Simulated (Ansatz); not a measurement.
**What TlSbS3 (model cell, started as cubic perovskite with Sb in the octahedra) distorts into**

Aim: this structure of TlSbS3 (model cell, started as cubic perovskite with Sb in the octahedra) is to be tested for unstable modes, and one is followed downhill.

Program: Ansatz 0.2.0. Level of theory: DFT LDA, scalar-relativistic, plane waves, PAW; PAW set soft_1. Results are calculated unless marked as measured.

The structure was built from a prototype and need not be the compound's stable phase.

## 1. Set-up

The structure is cubic, space group Pm-3m (No. 221). Conventional cell: a = 4.956 Å, b = 4.956 Å, c = 4.956 Å, α = 90.00°, β = 90.00°, γ = 90.00°. Nearest to Tl lie 12 S at 3.50 Å. Nearest to Sb lie 6 S at 2.48 Å. Nearest to S lie 2 Sb at 2.48 Å. Farther neighbours and most contacts between anions are not listed.

## 2. Phonons on a q mesh

The cell comes from relaxations at this level that are not shown. Stability and thermal properties need the whole zone. Linear response on a 2×2×2 q mesh gives force constants as far as a supercell of that size would.

File input.yaml:

```yaml
crystal:
  lattice:
    - [4.9559718062, 0.0, 0.0]
    - [0.0, 4.9559718062, 0.0]
    - [0.0, 0.0, 4.9559718062]
  atoms:
    - { symbol: Tl, position: [0.0, 0.0, 0.0] }
    - { symbol: Sb, position: [0.5, 0.5, 0.5] }
    - { symbol: S, position: [0.5, 0.5, 0.0] }
    - { symbol: S, position: [0.5, 0.0, 0.5] }
    - { symbol: S, position: [0.0, 0.5, 0.5] }
kpoints:
  mp_grid: { grid: [8, 8, 8] }
hamiltonian:
  xc: lda
  pseudopotentials: { kind: paw, azcp: { folder: soft_1 }, xc_functional: pbe }
scf:
  occupations: { method: methfessel_paxton, width: 0.2 }
output:
  eigenvalues: true
phonons:
  method: dfpt
  qmesh: [2, 2, 2]
  temperatures: { t_max: 1000, t_step: 50 }
  qpath:
    path:
      - [[0.0, 0.0, 0.0], [0.0, 0.5, 0.0], [0.5, 0.5, 0.0], [0.0, 0.0, 0.0], [0.5, 0.5, 0.5], [0.0, 0.5, 0.0]]
      - [[0.5, 0.5, 0.5], [0.5, 0.5, 0.0]]
    npoints: 10
```

Launch:

```console
$ ansatz run input.yaml --threads 4 --pin off --max-ram 16384MiB --backend cpu --events-out ev --progress --plain --runs-dir out
```

Numbers of over 12 decimals in the logs are rounded to 6 here.

What it wrote:

```text
Engine: ansatz 0.2.0, aarch64-unknown-linux-gnu
Pseudopotentials: kind: paw
Pseudopotential: Tl, paw, valence charge 13, recommended cutoff 420 eV (normal), soft_1/Tl.paw.azcp
Pseudopotential: Sb, paw, valence charge 15, recommended cutoff 420 eV (normal), soft_1/Sb.paw.azcp
Pseudopotential: S, paw, valence charge 6, recommended cutoff 420 eV (normal), soft_1/S.paw.azcp
Functional definition: SPW92
  exchange = slater_x
  correlation = pw_c
Crystal: 5 atoms, lattice volume = 121.727 Å³
Basis set: ecut = 420 eV, 2373 PW (Γ), exchange–correlation on 72×72×72 points (8 copies of the dense FFT grid, shifted against one another)
Bands: 28, of which v1, the nominal top of the filled ones, is band 23 counted from 1 (22 counted from 0)
Symmetry: 48 space group operations
k-points: 35 of 512
Non-local potential: Tl, projectors of the file, l = 0: 2, l = 1: 2, l = 2: 2, l = 3: 1
Non-local potential: Sb, projectors of the file, l = 0: 2, l = 1: 2, l = 2: 2, l = 3: 1
Non-local potential: S, projectors of the file, l = 0: 2, l = 1: 2, l = 2: 1
PAW form: soft (Blöchl's): semilocal exchange-correlation on the pseudo side does not see the compensation charge
PAW frozen core: Tl, regenerated for the run's functional, and the local potential with it (the file was generated under x = pbe(κ = 0.804, μ = 0.219515), c = pbe(β = 0.066725))
PAW frozen core: Sb, regenerated for the run's functional, and the local potential with it (the file was generated under x = pbe(κ = 0.804, μ = 0.219515), c = pbe(β = 0.066725))
PAW frozen core: S, regenerated for the run's functional, and the local potential with it (the file was generated under x = pbe(κ = 0.804, μ = 0.219515), c = pbe(β = 0.066725))
PAW one-centre angular grid: Tl, 590 points (default); XC on 64 Gauss nodes
PAW one-centre angular grid: Sb, 590 points (default); XC on 64 Gauss nodes
PAW one-centre angular grid: S, 110 points (default); XC on 64 Gauss nodes
Initial density: superposition of atomic densities (chi_scale 0.1, normalization cell, long waves kept (reshape's long-wave potential 0.03 eV rms))
Initial wavefunctions: pseudopotential atomic-orbital guess
Functional: x = slater, c = lda
SCF iter   1: F=—  HF=-20092.978312 eV  |F-HF|=—  |Δ(HF+E_count)|=         —  Δρ=2.88e-2  dr2=2.43e0  ethr=3.10e-3  ⟨swp⟩=7.7  Hψ=4924  notcnv=0
preconditioner: auto → Kerker (q_TF=auto, 2.320 Å⁻¹)  [metal: Δε(μ)=0.037 eV  Ē_g=10.342 eV  σ=0.200 eV  W_gap=0.15  n_scr=26 (ndim 8)  ℏωp=20.2 eV  f_vac=0.000  D(μ)=3.65/eV (n_scr^D=26)]
SCF iter   2: F=—  HF=-20092.430886 eV  |F-HF|=—  |Δ(HF+E_count)|=   5.47e-1  S|Δr|=    0.00e0  Δρ=1.61e-2  dr2=9.35e-1  ethr=3.10e-3  ⟨swp⟩=2.8  Hψ=1625  notcnv=0  defer=10
SCF iter   3: F=—  HF=-20092.130551 eV  |F-HF|=—  |Δ(HF+E_count)|=   3.00e-1  S|Δr|=    0.00e0  Δρ=3.92e-3  dr2=7.89e-2  ethr=2.03e-3  ⟨swp⟩=2.8  Hψ=1777  notcnv=0  defer=10
SCF iter   4: F=—  HF=-20092.100450 eV  |F-HF|=—  |Δ(HF+E_count)|=   3.01e-2  S|Δr|=    0.00e0  Δρ=1.44e-3  dr2=7.16e-3  ethr=1.71e-4  ⟨swp⟩=2.6  Hψ=1712  notcnv=0  defer=7
SCF iter   5: F=—  HF=-20092.098145 eV  |F-HF|=—  |Δ(HF+E_count)|=   2.30e-3  S|Δr|=    0.00e0  Δρ=5.19e-4  dr2=4.88e-4  ethr=1.56e-5  ⟨swp⟩=2.9  Hψ=1925  notcnv=0  defer=5
SCF iter   6: F=—  HF=-20092.097986 eV  |F-HF|=—  |Δ(HF+E_count)|=   1.59e-4  S|Δr|=    0.00e0  Δρ=1.28e-4  dr2=2.71e-5  ethr=1.06e-6  ⟨swp⟩=2.0  Hψ=1675  notcnv=0  defer=5
SCF iter   7: F=—  HF=-20092.097995 eV  |F-HF|=—  |Δ(HF+E_count)|=   9.11e-6  S|Δr|=    0.00e0  Δρ=2.34e-5  dr2=5.91e-7  ethr=5.90e-8  ⟨swp⟩=2.4  Hψ=1581  notcnv=0  defer=5
SCF iter   8: F=—  HF=-20092.097987 eV  |F-HF|=—  |Δ(HF+E_count)|=   8.53e-6  S|Δr|=    0.00e0  Δρ=5.95e-6  dr2=5.04e-8  ethr=1.28e-9  ⟨swp⟩=2.3  Hψ=1658  notcnv=0  defer=5
SCF iter   9: F=—  HF=-20092.097987 eV  |F-HF|=—  |Δ(HF+E_count)|=   1.77e-8  S|Δr|=    0.00e0  Δρ=1.54e-6  dr2=5.08e-9  ethr=1.10e-10  ⟨swp⟩=2.4  Hψ=1817  notcnv=0  defer=5
SCF iter  10: F=—  HF=-20092.097987 eV  |F-HF|=—  |Δ(HF+E_count)|=   1.11e-9  S|Δr|=    0.00e0  Δρ=4.84e-7  dr2=4.49e-10  ethr=1.10e-11  ⟨swp⟩=2.3  Hψ=1382  notcnv=0  defer=5
SCF iter  11: F=-20092.097987 eV  HF=-20092.097987 eV  |F-HF|=0.00e0  |Δ(HF+E_count)|=  6.55e-11  S|Δr|=    0.00e0  Δρ=7.72e-8  dr2=7.64e-12  ethr=1.00e-12  ⟨swp⟩=7.3  Hψ=6339  notcnv=0
SCF 1 converged in 11 iterations: F = -20092.097987 eV  dr2 = 7.64e-12
  greatest PAW one-centre occupation: 0.997 electrons in one spin orbital (limit 2), on the Sb atom at site 1 (counted from 0), in its partial waves of l = 2
Initial density: read from a saved state, or passed on in memory by an earlier SCF of this step, an earlier step, the calling program or the single point that the run made first
iter 1 solved again at ethr=2.88e-7 eV; its pass at ethr=3.10e-3 eV (dr2=1.32e-4 eV) is discarded
SCF iter   1: F=—  HF=-20092.097986 eV  |F-HF|=—  |Δ(HF+E_count)|=         —  Δρ=7.91e-7  dr2=7.06e-10  ethr=2.88e-7  ⟨swp⟩=3.8  Hψ=8345  notcnv=0
eigensolver tolerance schedule: the retry pair's looser diagonalisation over-reported the residual by 187358.48 of it (diagonalisation noise at an unbounded share of the residual, at the tolerance the schedule requests for it); recorded, not acted on — ethr = c·dr2/N_el stays at c = 1.0e-1
preconditioner: auto → Kerker (q_TF=auto, 2.320 Å⁻¹)  [metal: Δε(μ)=0.007 eV  Ē_g=9.898 eV  σ=0.200 eV  W_gap=0.03  n_scr=26 (ndim 8)  ℏωp=20.2 eV  f_vac=0.001  D(μ)=3.96/eV (n_scr^D=26)]
SCF iter   2: F=—  HF=-20092.097987 eV  |F-HF|=—  |Δ(HF+E_count)|=   1.22e-6  S|Δr|=    0.00e0  Δρ=4.14e-7  dr2=2.00e-10  ethr=1.54e-12  ⟨swp⟩=4.8  Hψ=3311  notcnv=0
SCF iter   3: F=—  HF=-20092.097987 eV  |F-HF|=—  |Δ(HF+E_count)|=  4.73e-11  S|Δr|=    0.00e0  Δρ=2.73e-7  dr2=8.10e-11  ethr=1.00e-12  ⟨swp⟩=1.0  Hψ=980  notcnv=0
SCF iter   4: F=—  HF=-20092.097987 eV  |F-HF|=—  |Δ(HF+E_count)|=  2.55e-11  S|Δr|=    0.00e0  Δρ=1.17e-7  dr2=1.41e-11  ethr=1.00e-12  ⟨swp⟩=1.0  Hψ=980  notcnv=0
SCF iter   5: F=-20092.097987 eV  HF=-20092.097987 eV  |F-HF|=0.00e0  |Δ(HF+E_count)|=  3.64e-12  S|Δr|=    0.00e0  Δρ=2.68e-8  dr2=7.46e-13  ethr=1.00e-12  ⟨swp⟩=4.7  Hψ=2993  notcnv=0
SCF 2 converged in 5 iterations: F = -20092.097987 eV  dr2 = 7.46e-13
phonons: the bands overlap, so this run is a metal and interpolates without the dipole-dipole term. If the crystal is really an insulator or semiconductor, its LO-TO splitting is missing
NSCF: frozen V_eff on 35 k-points
NSCF: frozen V_eff on 125 k-points
DFPT response loops at q = (0, 0, 0) (fractional): preconditioner auto → Kerker (q_TF=auto, 2.320 Å⁻¹) (partly filled bands, converged f_vac=0.001); β = 1.00, the filter's whole step (`scf.mixing.beta` (0.50) is not read by the response loops under this deck's `scf.mixing.preconditioner`; to damp them name `kerker` or `kerker_dos`, under which they read `scf.mixing.beta`, and type it under 1.00, their step now; both keys bind the ground state too); Broyden in place of MSR1
NSCF: frozen V_eff on 250 k-points
DFPT response loops at q = (0, 0, -0.5) (fractional): mixed as the last ones told, above
NSCF: frozen V_eff on 250 k-points
DFPT response loops at q = (0, -0.5, -0.5) (fractional): mixed as the last ones told, above
NSCF: frozen V_eff on 250 k-points
DFPT response loops at q = (-0.5, -0.5, -0.5) (fractional): mixed as the last ones told, above
SCF converged after 11 iterations
Stability not checked: this state was not tested for a lower state beside it, because cold or Methfessel-Paxton smearing, or corrected tetrahedra, fill the levels in a way that the test cannot read (fill_not_monotonic; see scf.lower_state_search)
Free energy (F): -20092.097987 eV
Harris-Foulkes:  -20092.097987 eV  (|F-HF|=0.00e0)
Internal energy: -20092.093256 eV  (E = F + TS)
E sigma→0 (E₀):  -20092.096804 eV
Entropy (-TS):   -0.004731 eV (-0.946 meV/atom)
Fermi energy:    6.687343 eV
--- Per-component energies (eV) ---
  E_band       = -226.568949
  E_kinetic    = 746.985960
  E_local      = -3147.226334  (includes V_loc(G=0)·N_el)
  E_nonlocal   = 822.224643
  E_hartree    = 1223.362398
  E_xc         = -546.733527
  E_vxc        = -462.777669  (∫ρ·V_xc dr)
  E_paw        = -16013.929507  (= ΣΔE_a)
  E_vpaw       = -632.500498  (= ΣTr[D̂ρ^β])
  E_aug_tail   = 0.000087  (compensation charges beyond the density's cutoff)
  E_ewald      = -3177.653938
  E_core_change = 0.876963  (= ΣΔE_core)
  E_smearing   = -0.004731  (= −TS)
  E_closure    = -0.000000  (closes the sum)
  Σ components = -20092.097987   (vs F -20092.097987, Δ=0.00e0)
--- Band table (eV; the first three rows and the last of 35) ---
  k-point 0: bands = [... 19 lower, 5.5270, 5.5270, 5.7507, 5.7507, 5.7507, 12.0726, 12.0726, 12.0726, ... 1 higher]
  k-point 1: bands = [... 19 lower, 5.4581, 5.7021, 5.7231, 5.7231, 5.8236, 11.6316, 11.8935, 11.8935, ... 1 higher]
  k-point 2: bands = [... 19 lower, 5.2071, 5.5905, 5.7564, 5.7564, 6.4594, 10.5057, 11.6096, 11.6096, ... 1 higher]
  k-point 34: bands = [... 19 lower, 5.0853, 6.9721, 6.9721, 6.9721, 7.9831, 7.9831, 7.9831, 10.6616, ... 1 higher]
--- Phonons (Γ-DFPT): 4 representative perturbations + reference (Σ response iterations 12) ---
  ASR residual: 2.884e-5 → 0.000e0 eV/Å²; symmetrization residual: 1.973e-5 eV/Å²
  ASR residual per site (eV/Å²): 2.31e-5 2.82e-5 2.88e-5 2.88e-5 2.88e-5
  Γ frequencies (cm⁻¹): -122.62 -122.62 -122.62 -98.71 -98.71 -98.71 -21.07 -21.07 -21.07 0.00 0.00 0.00 252.25 252.25 252.25
--- Phonons (arbitrary-q DFPT): 4 irreducible q on the 2×2×2 mesh ---
  q = [0.0000, 0.0000, 0.0000] (star 1, of the zone-centre solve; hermiticity 6.30e-6, symmetrization 8.67e-12): -122.62 -122.62 -122.62 -98.71 -98.71 -98.71 -21.07 -21.07 -21.07 -0.00 0.00 0.00 252.25 252.25 252.25
  q = [0.0000, 0.0000, -0.5000] (star 3, 9 solved perturbations in 975 linear systems a pass and spin channel, the states on 125 of 512 k-point pairs; hermiticity 1.40e-6, symmetrization 1.01e-11): -126.49 -123.49 -115.21 -115.21 -103.51 -103.51 -16.23 -16.23 9.04 36.37 36.37 162.24 272.69 272.69 285.40
  q = [0.0000, -0.5000, -0.5000] (star 3, 9 solved perturbations in 975 linear systems a pass and spin channel, the states on 125 of 512 k-point pairs; hermiticity 2.06e-6, symmetrization 3.17e-13): -143.15 -143.15 -111.63 -99.20 -99.20 -94.09 -16.57 9.18 9.18 42.80 168.19 168.19 273.24 290.53 313.67
  q = [-0.5000, -0.5000, -0.5000] (star 1, 4 solved perturbations in 350 linear systems a pass and spin channel, the states on 125 of 512 k-point pairs; hermiticity 1.60e-7, symmetrization 9.67e-12): -141.05 -141.05 -141.05 -102.35 -102.35 -102.35 -7.47 -7.47 -7.47 174.06 174.06 174.06 269.38 269.38 352.38
  sum rule: each row above includes the acoustic sum rule's correction from the zone centre's row sums; it moved no ω² by more than (0.49 cm⁻¹)²
  mesh force constants: q→R imaginary residual 3.67e-18; ASR residual 2.884e-5 → 0.000e0 eV/Å²; symmetrization residual 1.599e-14 eV/Å²
  interpolated dispersion: 62 rows × 15 modes
  density of states and harmonic sums: on the 14×14×14 q-mesh, interpolated from the force constants of a 2×2×2 supercell (no non-analytic term)
  largest difference from the sums on the solved wave vectors: F 5.02e-2 eV, S 7.34e-5 and C_V 2.32e-5 eV/K
  zero-point energy: 0.073641 eV/cell   skipped modes (ω ≤ 0): 967, of them read as no rigid motion or as one in doubt: 964 (7.979e0 modes/cell left out, lowest -143.15 cm⁻¹)   left out of the sums: 5.32e-1 of the cell's modes: C_V's classical limit lies that fraction below 3 k_B per atom; for a crystal, a wire or a layer, F and S can be off by more, and a phonons.interpolated_qmesh denser along its periods is the remedy for the sampling
```

Elapsed: 4.2 min, on 4 threads of Arm Neoverse V1, shared host; peak memory 1.3 GiB.

The column dr2 measures how far the density is from self-consistency, as an energy; F and HF (Harris–Foulkes) agree once it is small.

Numbers from this step:

```yaml
volume_per_atom: 24.35 Å³
gap_on_the_k_mesh: 0 eV
sum_rule_residual_before_enforcement: 2.88e-5 eV/Å²
lowest_frequency_on_the_path: -143.2 cm⁻¹
point_group: m-3m
highest_frequency_on_the_path_or_at_a_solved_wavevector: 352.4 cm⁻¹
highest_optical_mode_at_the_zone_centre_no_lo_to_term: 252.2 cm⁻¹
lowest_optical_zone_centre_mode: -122.6 cm⁻¹
lowest_mode_on_the_q_mesh_acoustic_modes_at_gamma_apart: -143.2 cm⁻¹
```

Frequencies (cm⁻¹) solved at each irreducible wavevector; negative means imaginary. Frequencies by wavevector, by row:

```tsv
q in reciprocal lattice units	star	mode 1	mode 2	mode 3	mode 4	mode 13	mode 14	mode 15
0 0 0	1	-122.6	-122.6	-122.6	-98.7	252.2	252.2	252.2
0 0 -0.5	3	-126.5	-123.5	-115.2	-115.2	272.7	272.7	285.4
0 -0.5 -0.5	3	-143.2	-143.2	-111.6	-99.2	273.2	290.5	313.7
-0.5 -0.5 -0.5	1	-141.1	-141.1	-141.1	-102.3	269.4	269.4	352.4
```

Interpolated from a 2×2×2 q mesh. The phonon branches at the labelled points (cm⁻¹):

```tsv
point	branch 1	branch 2	branch 3	branch 4	branch 12	branch 13	branch 14	branch 15
Γ	-123	-123	-123	-99	0	252	252	252
halfway	-122	-119	-119	-114	114	262	262	269
X	-126	-124	-115	-115	162	273	273	285
halfway	-134	-124	-118	-108	165	272	282	301
M	-143	-143	-112	-99	168	273	290	314
halfway	-124	-122	-116	-113	119	267	272	286
Γ	-123	-123	-123	-99	0	252	252	252
halfway	-121	-119	-119	-113	123	271	271	307
R	-141	-141	-141	-102	174	269	269	352
halfway	-128	-126	-126	-110	168	273	276	322
X	-126	-124	-115	-115	162	273	273	285
jump to R	-141	-141	-141	-102	174	269	269	352
halfway	-139	-139	-120	-107	171	271	277	337
M	-143	-143	-112	-99	168	273	290	314
```

Symmetry leaves 4 wavevectors to solve. The lowest mode among them, the acoustic zeros apart, lies at q = (0, -0.5, -0.5) and is imaginary, 143.2i cm⁻¹, so the energy falls along it.

## 3. The mode frozen in, largest atomic shift 0 Å

The mode followed lies at q = (0, -0.5, -0.5) with frequency 143.2i cm⁻¹ and is 2-fold degenerate, the softest among the wavevectors solved. At small amplitude the distorted cell has space group no. 51 by a symmetry search on the positions. The undistorted cell that holds it gives the zero of energy on the same k mesh.

System of this step: TlSbS3 (model cell, started as cubic perovskite with Sb in the octahedra). The structure is cubic, space group Pm-3m (No. 221). Conventional cell: a = 4.956 Å, b = 4.956 Å, c = 4.956 Å, α = 90.00°, β = 90.00°, γ = 90.00°. Tl has 12 S at 3.50 Å nearest. Nearest to Sb lie 6 S at 2.48 Å. S has 2 Sb at 2.48 Å nearest. Nearest to S lie 2 Sb at 2.48 Å. Farther neighbours and most contacts between anions are not listed.

File input.yaml:

```yaml
crystal:
  lattice:
    - [-4.9559718062, 0.0, 0.0]
    - [0.0, -4.9559718062, -4.9559718062]
    - [0.0, -4.9559718062, 4.9559718062]
  atoms:
    - { symbol: Tl, position: [0.0, 0.5, 0.5] }
    - { symbol: Tl, position: [0.0, 0.0, 0.0] }
    - { symbol: Sb, position: [0.5, 0.0, 0.5] }
    - { symbol: Sb, position: [0.5, 0.5, 0.0] }
    - { symbol: S, position: [0.5, 0.25, 0.25] }
    - { symbol: S, position: [0.5, 0.75, 0.75] }
    - { symbol: S, position: [0.5, 0.25, 0.75] }
    - { symbol: S, position: [0.5, 0.75, 0.25] }
    - { symbol: S, position: [1.0, 0.0, 0.5] }
    - { symbol: S, position: [1.0, 0.5, 0.0] }
kpoints:
  mp_grid: { grid: [8, 6, 6] }
hamiltonian:
  xc: lda
  pseudopotentials: { kind: paw, azcp: { folder: soft_1 }, xc_functional: pbe }
scf:
  occupations: { method: methfessel_paxton, width: 0.2 }
output:
  forces: true
  stress: true
  eigenvalues: true
```

What it wrote:

```text
[...]
Crystal: 10 atoms, lattice volume = 243.454 Å³
Basis set: ecut = 420 eV, 4781 PW (Γ)
Bands: 56, of which v1, the nominal top of the filled ones, is band 46 counted from 1 (45 counted from 0)
Symmetry: 32 space group operations
[...]
k-points: 50 of 288
[...]
k-point 0: bands = [... 42 lower, 5.5266, 5.7496, 5.7506, 5.7506, 6.9835, 8.5274, 8.5274, 8.7954, ... 6 higher]
  k-point 1: bands = [... 42 lower, 5.5720, 5.7018, 5.7826, 5.8174, 6.8257, 7.4378, 9.0437, 10.0239, ... 6 higher]
  k-point 2: bands = [... 42 lower, 5.4439, 5.5786, 5.9315, 6.3185, 6.5192, 6.8071, 10.0956, 10.4766, ... 6 higher]
  k-point 49: bands = [... 42 lower, 5.3724, 5.3724, 6.9816, 6.9816, 8.5267, 8.5267, 8.5276, 8.5276, ... 6 higher]
[key lines of the parts left out:]
SCF converged after 9 iterations
Free energy (F): -40184.201579 eV
Fermi energy:    6.676651 eV
P = ⅓ Tr σ = -0.0428 GPa (-0.428 kbar)
```

Run time: 13 s. Hardware: 4 threads; peak memory 0.88 GiB; 52 s of CPU time.

Numbers from this step:

```
pressure                         : -0.04279 GPa
energy from the undistorted cell : 0 meV/atom
```

The run ends at a pressure of -0.04 GPa.

## 4. The mode frozen in, largest atomic shift 0.45 Å

The atoms are moved along the unstable eigenvector, the largest shift by 0.45 Å, with the cell fixed.

input.yaml, the sections that differ from step 3:

```yaml
crystal:
  lattice:
    - [-4.9559718062, 0.0, 0.0]
    - [0.0, -4.9559718062, -4.9559718062]
    - [0.0, -4.9559718062, 4.9559718062]
  atoms:
    - { symbol: Tl, position: [0.0, 0.4978372796, 0.5] }
    - { symbol: Tl, position: [0.0, 0.0021627204, 0.0] }
    - { symbol: Sb, position: [0.5, -0.0074755835, 0.5] }
    - { symbol: Sb, position: [0.5, 0.5074755835, 0.0] }
    - { symbol: S, position: [0.5, 0.25, 0.25] }
    - { symbol: S, position: [0.5, 0.75, 0.75] }
    - { symbol: S, position: [0.5, 0.25, 0.75] }
    - { symbol: S, position: [0.5, 0.75, 0.25] }
    - { symbol: S, position: [1.0, 0.0642049761, 0.5] }
    - { symbol: S, position: [1.0, 0.4357950239, 0.0] }
# kpoints, hamiltonian, scf, output: as in step 3
```

What it wrote:

```text
[...]
Crystal: 10 atoms, lattice volume = 243.454 Å³
Basis set: ecut = 420 eV, 4781 PW (Γ)
Bands: 56, of which v1, the nominal top of the filled ones, is band 46 counted from 1 (45 counted from 0)
Symmetry: 8 space group operations
[...]
k-points: 80 of 288
[...]
k-point 0: bands = [... 42 lower, 5.7440, 5.7833, 5.8773, 5.8830, 7.0009, 8.3870, 8.5188, 9.0465, ... 6 higher]
  k-point 1: bands = [... 42 lower, 5.6866, 5.7244, 5.9183, 6.0101, 6.8454, 7.5541, 8.9500, 9.9925, ... 6 higher]
  k-point 2: bands = [... 42 lower, 5.5436, 5.5758, 6.0432, 6.4188, 6.5599, 6.8431, 10.0745, 10.3681, ... 6 higher]
  k-point 79: bands = [... 42 lower, 5.3924, 5.3924, 6.7452, 6.7452, 8.1696, 8.1696, 9.0120, 9.0120, ... 6 higher]
[key lines of the parts left out:]
SCF converged after 10 iterations
Free energy (F): -40184.458843 eV
Fermi energy:    6.697389 eV
P = ⅓ Tr σ = 0.0874 GPa (0.874 kbar)
```

It took 20 s on 4 threads; peak memory 1.1 GiB.

Numbers from this step:

```yaml
pressure: 0.08743 GPa
energy_from_the_undistorted_cell: -26.01 meV/atom
```

The energy, extrapolated to zero smearing, is -26.01 meV/atom against the undistorted cell.

The run ends at a pressure of 0.09 GPa, with forces up to 0.17 eV/Å.

## 5. Energy along the mode, all amplitudes (two of the runs are shown above)

An imaginary frequency means negative curvature, so the energy should fall and then rise again as anharmonic terms take over.

Numbers from this step:

```
depth at the lowest point sampled  : 26.01 meV/atom
largest atomic shift at that point : 0.45 Å
```

Table of energy from the parent by largest atomic shift:

```tsv
largest atomic shift (Å)	energy from the parent (meV/atom)
0.000	0
0.040	-0.418
0.080	-1.62
0.140	-4.61
0.220	-10.1
0.320	-18.0
0.450	-26.0
0.600	-23.2
```

Displacement at unit largest shift by atom:

```tsv
atom	x (Å)	y (Å)	z (Å)	size
Tl1	0.000	0.024	0.024	0.034
Tl2	0.000	-0.024	-0.024	0.034
Sb3	0.000	0.082	0.082	0.116
Sb4	0.000	-0.082	-0.082	0.116
S5	0.000	0.000	0.000	0.000
S6	0.000	0.000	0.000	0.000
S7	0.000	0.000	0.000	0.000
S8	0.000	0.000	0.000	0.000
S9	0.000	-0.707	-0.707	1.000
S10	0.000	0.707	0.707	1.000
```

The lowest of the steps tried is at 0.45 Å, 26.0 meV/atom below the parent; the bottom of the well need not coincide with a step.

(Continued in part 2 of 2.)

[Logs are printed without paths, hosts, clocks, repeated set-up lines and the standing remarks that a program may print on its own settings, such as how far it seeks lower states.]

[Hosts, paths, dates, database ids (printed as entryN), source tags and the programs' standing remarks are cut or masked in the printed files.]
